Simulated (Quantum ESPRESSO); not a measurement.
# BP (F-43m): from Born charge to LO-TO splitting

Aim: work out the LO frequency and the static dielectric constant of BP (F-43m) from one linear-response run, then check them.

Method: DFT LDA, scalar-relativistic, plane waves, PseudoDojo norm-conserving pseudopotentials, in Quantum ESPRESSO 7.5.

## 1. Set-up

Symmetry: F-43m, No. 216, cubic system. Conventional cell: a = 4.487 Å, b = 4.487 Å, c = 4.487 Å, α = 90.00°, β = 90.00°, γ = 90.00°. B has 4 P at 1.94 Å nearest. P has 4 B at 1.94 Å nearest. Farther neighbours are not listed.

Structure file:

```
B P
1.0
    -2.24355    0.00000    2.24355
     0.00000    2.24355    2.24355
    -2.24355    2.24355    0.00000
B P
1 1
Direct
  0.00000 0.00000 0.00000
  0.25000 0.25000 0.25000
```

This is the cell after its relaxation at this level of theory, not the database cell from which that began.

## 2. What the response run gave

A linear-response run on the relaxed cell, with the response to an electric field; only its zone-centre results are used. Cutoff 76 Ry, k mesh 12×12×12.

Log:

```text
[banners, grids, parts of the stress and lines that vanish by symmetry left out]
Program PHONON v.7.5
     Reading xml data from directory:

[...]
Exchange-correlation= PW
                           (   1   4   0   0   0   0   0)
[...]
(   8 q-points):
[...]
kinetic-energy cut-off    =      76.0000  Ry
     charge density cut-off    =     304.0000  Ry
     convergence threshold     =      1.0E-18
[...]
Exchange-correlation= PW
                           (   1   4   0   0   0   0   0)
[...]
q = (   0.0000000   0.0000000   0.0000000 )
     25 Sym.Ops. (with q -> -q+G )
     G cutoff =  553.6582  (  13635 G-vectors)     FFT grid: ( 36, 36, 36)
     number of k points=    72
[...]
Mode symmetry, T_d (-43m)  point group:
[...]
Dielectric constant
[...]
End of electric fields calculation
          Dielectric constant in cartesian axis
          (       9.159408604       0.000000000      -0.000000000 )
          (      -0.000000000       9.159408604      -0.000000000 )
          (      -0.000000000      -0.000000000       9.159408604 )
          Effective charges (d Force / dE) in cartesian axis without acoustic sum rule applied (asr)
           atom    1  B     Mean Z*:       -0.64511
      Ex  (       -0.64511        0.00000       -0.00000 )
      Ey  (        0.00000       -0.64511        0.00000 )
      Ez  (        0.00000        0.00000       -0.64511 )
           atom    2  P     Mean Z*:        0.64147
      Ex  (        0.64147        0.00000        0.00000 )
      Ey  (       -0.00000        0.64147        0.00000 )
      Ez  (        0.00000        0.00000        0.64147 )
          Effective charges Sum: Mean:       -0.00364
[...]
Effective charges (d Force / dE) in cartesian axis with asr applied:
           atom    1  B     Mean Z*:       -0.64329
[...]
atom    2  P     Mean Z*:        0.64329
[...]
Representation #   1 modes #   1   2   3
[...]
End of self-consistent calculation
     Convergence has been achieved
     Representation #   2 modes #   4   5   6
[...]
End of self-consistent calculation
     Convergence has been achieved
[...]
Dielectric constant in cartesian axis
          (       9.159408604       0.000000000      -0.000000000 )
          (      -0.000000000       9.159408604      -0.000000000 )
          (      -0.000000000      -0.000000000       9.159408604 )
          Effective charges (d Force / dE) in cartesian axis without acoustic sum rule applied (asr)
           atom    1  B     Mean Z*:       -0.64511
[...]
Mode symmetry, C_s (m)     point group:
[...]
q = (    0.750000000  -0.250000000   0.750000000 )
[...]
Mode symmetry, C_s (m)     point group:
     freq (   1-   1) =        284.8  [cm-1]   --> A''
     freq (   2-   2) =        367.8  [cm-1]   --> A'
     freq (   3-   3) =        465.3  [cm-1]   --> A'
     freq (   4-   4) =        718.4  [cm-1]   --> A'
     freq (   5-   5) =        747.0  [cm-1]   --> A''
     freq (   6-   6) =        805.6  [cm-1]   --> A'
[...]
Mode symmetry, C_s (m)     point group:
[...]
q = (    0.500000000   0.000000000   0.500000000 )
[...]
Mode symmetry, C_s (m)     point group:
     freq (   1-   1) =        263.0  [cm-1]   --> A''
     freq (   2-   2) =        358.1  [cm-1]   --> A'
     freq (   3-   3) =        418.8  [cm-1]   --> A'
     freq (   4-   4) =        730.2  [cm-1]   --> A'
     freq (   5-   5) =        758.6  [cm-1]   --> A''
     freq (   6-   6) =        807.6  [cm-1]   --> A'
[...]
Mode symmetry, D_2d (-42m) point group:
[...]
Representation #   3 modes #   3   4
[...]
Convergence has been achieved
     Representation #   4 modes #   5   6
[...]
Convergence has been achieved
[...]
q = (    0.000000000  -1.000000000   0.000000000 )
[...]
freq (    5) =      21.877265 [THz] =     729.747020 [cm-1]
     freq (    6) =      24.110600 [THz] =     804.243048 [cm-1]
[...]
Mode symmetry, D_2d (-42m) point group:
     freq (   1-   2) =        313.0  [cm-1]   --> E    X_5  W_3
     freq (   3-   3) =        536.8  [cm-1]   --> A_1  X_1  W_1
     freq (   4-   5) =        729.7  [cm-1]   --> E    X_5  W_3
     freq (   6-   6) =        804.2  [cm-1]   --> B_2  X_3  W_2
[...]
Mode symmetry, S_4 (-4)    point group:
[...]
Convergence has been achieved
[...]
Convergence has been achieved
[...]
Convergence has been achieved
[...]
Convergence has been achieved
     Representation #   5 mode #   5
[...]
End of self-consistent calculation
     Convergence has been achieved
     Representation #   6 mode #   6
[...]
End of self-consistent calculation
     Convergence has been achieved
[...]
q = (   -0.500000000  -1.000000000   0.000000000 )
[...]
freq (    1) =      11.109505 [THz] =     370.573194 [cm-1]
     freq (    2) =      12.520975 [THz] =     417.654753 [cm-1]
     freq (    3) =      13.320573 [THz] =     444.326473 [cm-1]
     freq (    4) =      20.499978 [THz] =     683.805650 [cm-1]
     freq (    5) =      21.877703 [THz] =     729.761627 [cm-1]
     freq (    6) =      24.047618 [THz] =     802.142187 [cm-1]
[...]
Mode symmetry, S_4 (-4)    point group:
     freq (   1-   1) =        370.6  [cm-1]   --> E*   W_2
     freq (   2-   2) =        417.7  [cm-1]   --> B    W_3
     freq (   3-   3) =        444.3  [cm-1]   --> A    W_1
     freq (   4-   4) =        683.8  [cm-1]   --> E    W_4
     freq (   5-   5) =        729.8  [cm-1]   --> B    W_3
     freq (   6-   6) =        802.1  [cm-1]   --> E*   W_2

   JOB DONE.
```

```csv
quantity,value
cell volume Ω (Å³),22.586
mass of B (u),10.810
mass of P (u),30.974
"Born charge of B, raw (e)",-0.645
"Born charge of P, raw (e)",0.641
ε∞,9.159
ω(TO) after the sum rule (cm⁻¹),821.2
```

## 3. The calculation

The charges must sum to zero over the cell; taking off their mean, -0.002 e, leaves Z* = -0.643 e on B. In the polar mode B moves against P, so the reduced mass is μ = 10.81 × 30.97 / 41.78 = 8.013 u.

A longitudinal wave builds up a field that adds to the restoring force: ω(LO)² = ω(TO)² + 4π Z*² / (μ Ω ε∞), in Hartree atomic units. With μ = 14607 electron masses and Ω = 152.42 bohr³ the second term is 2.5502e-07 Ha², or 12284 cm⁻² (1 Ha = 219474.6 cm⁻¹).

So ω(LO) = √(674369 + 12284) = 828.6 cm⁻¹, and by the Lyddane-Sachs-Teller relation ε₀ = ε∞ (ω(LO)/ω(TO))² = 9.33.

## 4. Check against the program

The analysis program adds the same non-analytic term to the full matrix, here for q along (1 0 0).

Log:

```text
[banner, memory and clock lines left out]
Program DYNMAT v.7.5

     Reading Dynamical Matrix from file x.dyn1
     ...Force constants read
     ...epsilon and Z* read

     Polarizability (A^3 units)
     multiply by 0.268831 for Clausius-Mossotti correction
        14.665066   -0.000000   -0.000000
         0.000000   14.665066   -0.000000
        -0.000000   -0.000000   14.665066

     IR activities are in (D/A)^2/amu units

# mode   [cm-1]    [THz]      IR
    1     -0.00   -0.0000    0.0000
    2      0.00    0.0000    0.0000
    3      0.00    0.0000    0.0000
    4    821.20   24.6190    1.1914
    5    821.20   24.6190    1.1914
    6    828.65   24.8422    1.1914
```

ε₀ comes from the program's run without a direction of q.

```csv
quantity,by hand,program
ω(LO) (cm⁻¹),828.6,828.6
ε₀,9.33,9.33
```

## 5. Outcome

```yaml
to_mode: 821.2 cm⁻¹
lo_mode: 828.6 cm⁻¹
static_dielectric_constant: 9.326
```

What this shows: The LO mode of BP (F-43m) lies at 829 cm⁻¹, 7 cm⁻¹ above the TO mode; the formula meets the program within 0.1 cm⁻¹, as it must for a cubic crystal with one polar mode. ω(LO)² − ω(TO)² goes with Z*²/ε∞: an error of 5 % in ε∞ would move the LO mode by 0.4 cm⁻¹, and semilocal functionals tend to overestimate ε∞. These are harmonic values at zero temperature, at the volume of this functional, for the structure held cubic; stability elsewhere in the zone is no part of this calculation.

[Host names and launcher messages were left out of these logs when they were recorded.]

[Logs are printed without paths, hosts, clocks, repeated set-up lines and the standing remarks that a program may print on its own settings, such as how far it seeks lower states.]

[Hosts, paths, dates, database ids (printed as entryN), source tags and the programs' standing remarks are cut or masked in the printed files.]
